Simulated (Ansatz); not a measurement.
# A failed many-body run on GaN (P6_3mc)

A first try at the G0W0 gap of GaN (P6_3mc), what the program said, and an input that works.

Calculated with Ansatz 0.2.0; G0W0 on PBE, plane waves, PAW.

The database entry behind the starting cell has ideal inner coordinates that were not refined, so it need not match the best structure at ambient conditions.

## (1) Set-up

It takes space group P6_3mc (No. 186, hexagonal). Conventional cell: a = 3.190 Å, b = 3.190 Å, c = 5.189 Å, α = 90.00°, β = 90.00°, γ = 120.00°. Nearest to Ga lie 4 N at 1.95 Å. Nearest to N lie 4 Ga at 1.95 Å. Farther neighbours and most contacts between anions are not listed.

Coordinates:

```
Ga N
1.0
     3.19000    0.00000    0.00000
    -1.59500    2.76262    0.00000
     0.00000    0.00000    5.18900
Ga N
2 2
Direct
  0.66667 0.33333 0.00000
  0.33333 0.66667 0.50000
  0.66667 0.33333 0.37500
  0.33333 0.66667 0.87500
```

The cell and positions come from the Crystallography Open Database and are kept as given unless a step says otherwise. The default PAW set here is soft_2. Its files were made with PBE.

## (2) First try

The input, input.yaml:

```yaml
crystal:
  lattice:
    - [3.19, 0.0, 0.0]
    - [-1.595, 2.7626210381, 0.0]
    - [0.0, 0.0, 5.189]
  atoms:
    - { symbol: Ga, position: [0.6666666667, 0.3333333333, 0.0] }
    - { symbol: Ga, position: [0.3333333333, 0.6666666667, 0.5] }
    - { symbol: "N", position: [0.6666666667, 0.3333333333, 0.375] }
    - { symbol: "N", position: [0.3333333333, 0.6666666667, 0.875] }
kpoints:
  mp_grid: { grid: [6, 6, 2] }
hamiltonian:
  xc: pbe
scf:
  occupations: { method: fixed }
gw:
  n_empty_bands: 4
  ecut_chi: 60
  qp_bands: [v1, c9]
  qp_kpoints: band_edges
  screening: { model: contour_deformation }
```

Run with:

```
$ ansatz run input.yaml --threads 3 --pin off --max-ram 92160MiB --backend cuda --events-out ev --progress --plain --runs-dir out --devices 1 --max-vram 13GiB  # rebuilt from the run's record
```

Numbers of over 12 decimals in the logs are rounded to 6 here.

Log:

```text
Error: invalid value for `gw.qp_bands`: [v1, c9] must end among the 22 bands that are solved (gw.n_empty_bands), of which c4 is the highest
```

Elapsed: 0.11 s, on 3 threads of AMD EPYC 7R13 (Zen 3), shared host; peak memory 0.11 GiB; 0.13 s of CPU time.

**Diagnosis.**

The input was rejected at the start.

The program's message: “Error: invalid value for `gw.qp_bands`: [v1, c9] must end among the 22 bands that are solved (gw.n_empty_bands), of which c4 is the highest”

The fault: window above the summed bands. Levels can be corrected only among the bands that are solved.

## (3) A better input

G0W0 replaces the xc potential by the self-energy, built once from these orbitals. Only a window of levels is corrected, while the sums run over the empty bands that the input names.

input.yaml, as its differences from that of step 2:

```diff
@@ -11,3 +11,3 @@
 kpoints:
-  mp_grid: { grid: [6, 6, 2] }
+  mp_grid: { grid: [6, 6, 4] }
 hamiltonian:
@@ -17,5 +17,5 @@
 gw:
-  n_empty_bands: 4
+  n_empty_bands: 48
   ecut_chi: 60
-  qp_bands: [v1, c9]
+  qp_bands: [v2, c2]
   qp_kpoints: band_edges
```

Log:

```text
GPUs: using 1 of 1 available (devices: 1).
[...]
device memory: the entry about to start is reckoned to put 0.6 GiB on a device that reports 47.4 GiB free (of which the cap on the GPU budget leaves the run 13.0 GiB)
GPU FFT provider: cuFFT
GPU libraries: cuBLAS 13.8.2, cuFFT 12.4.0, cuSOLVER 12.3.4
Crystal: 4 atoms, lattice volume = 45.729 Å³
Basis set: ecut = 420 eV, 917 PW (Γ)
Bands: 22, of which v1, the nominal top of the filled ones, is band 18 counted from 1 (17 counted from 0)
Symmetry: 12 space group operations
[...]
k-points: 21 of 144 (time reversal used)
[...]
GPU buffer pool allocated for 20736 grid points (all kernels)
GPU transforms: local potential and band sums: pruned to the plane-wave sphere, on 24×24×36
[...]
SCF iter   1: F=—  HF=-8335.810736 eV  |F-HF|=—  |Δ(HF+E_count)|=         —  Δρ=7.81e-4  dr2=1.40e-4  ethr=1.77e-3  ⟨swp⟩=3.3  Hψ=1750  notcnv=0  defer=13
[...]
0    18      9.6921   -23.8523     3.5068   -20.2232  0.7761     9.5696     9.5698  root
     0    19     11.5806   -11.5318    -3.3731   -15.7615  0.8107    12.4466    12.4372  root
     0    20     13.9342   -10.1728    -4.0589   -15.2781  0.8132    14.9981    14.9806  root
     1    17      9.5324   -23.7165     3.5479   -20.0228  0.7755     9.3863     9.3866  root
     1    18      9.5324   -23.7165     3.5479   -20.0228  0.7755     9.3863     9.3866  root
     1    19     12.7783   -12.2011    -3.2892   -16.4856  0.8011    13.7880    13.7737  root
     1    20     14.0378   -10.1538    -4.0759   -15.2986  0.8104    15.1255    15.1066  root
[...]
18    20     17.4703   -11.2738    -4.9704   -17.8980  0.7710    19.2258    19.1241  root ?
    20    17      8.1992   -22.2730     3.7764   -18.2362  0.7693     7.9377     7.9388  root
    20    18      8.1992   -22.2730     3.7764   -18.2362  0.7693     7.9377     7.9388  root
    20    19     16.1062    -9.5272    -4.4080   -14.9663  0.8069    17.1572    17.1374  root
    20    20     16.1062    -9.5272    -4.4080   -14.9663  0.8069    17.1572    17.1374  root
[key lines of the parts left out:]
SCF converged after 6 iterations
Free energy (F): -8335.811409 eV
Fermi energy:    9.692075 eV
```

Run time: 13 s. Hardware: 1 × NVIDIA H100 80GB HBM3 (shared by 6 runs) with 3 threads; peak memory 1 GiB; 17 s of CPU time.

In the SCF lines HF is the Harris–Foulkes energy and dr2 the Hartree energy of the density residual, in eV; the loop may stop once dr2 is under the threshold and the program's other checks hold. Hψ counts applications of the Hamiltonian.

Numbers from this step:

```
bands summed                                 : 66
RPA ε∞ on this mesh (eigenvalues)            : 6.126, 6.126, 6.128
plane waves in the screening matrix          : 43
q-points in the mesh                         : 144
G0W0 gap on the mesh                         : 2.867 eV
k of the valence top                         : 0, 0, 0
k of the conduction bottom                   : 0, 0, 0
starting gap on the mesh                     : 1.889 eV
Z at the valence top                         : 0.7761
Z at the conduction bottom                   : 0.8107
least direct G0W0 gap on the computed points : 2.867 eV
```

The gap on the mesh goes from 1.89 eV to 2.87 eV, a correction of +0.98 eV. Between the two edge states, bare exchange in place of the xc potential would open the gap by 7.86 eV, and correlation takes back 6.88 eV.

## (4) What came out

```json
{"first try": "refused after 0.11 s", "better run": "G0W0 gap on the mesh 2.87 eV (6×6×4 mesh, 48 empty bands, screening to 60 eV)"}
```

The second run differs in: mesh, empty bands and levels asked. Bands and cutoff are finite, so the gap is not at the basis limit. The miss can reach some tenths of an eV and take either sign; the mesh is an error of its own. The many-body steps are scalar-relativistic: spin-orbit coupling is not in them.

[Paths, hosts, dates, memory and timing lines, banners, echoed tables and standing remarks are left out of the program output.]

[Logs are printed without paths, hosts, clocks, repeated set-up lines and the standing remarks that a program may print on its own settings, such as how far it seeks lower states.]

[Runs of the session that timed out or met a known fault of the program may be left out.]

[Cells called generated may have been cut or substituted from an entry of the Crystallography Open Database or the Materials Project.]

[No measured gap is set beside runs whose start may be inverted or whose files or cutoffs have a known fault.]

[Hosts, paths, dates, database ids (printed as entryN), source tags and the programs' standing remarks are cut or masked in the printed files.]
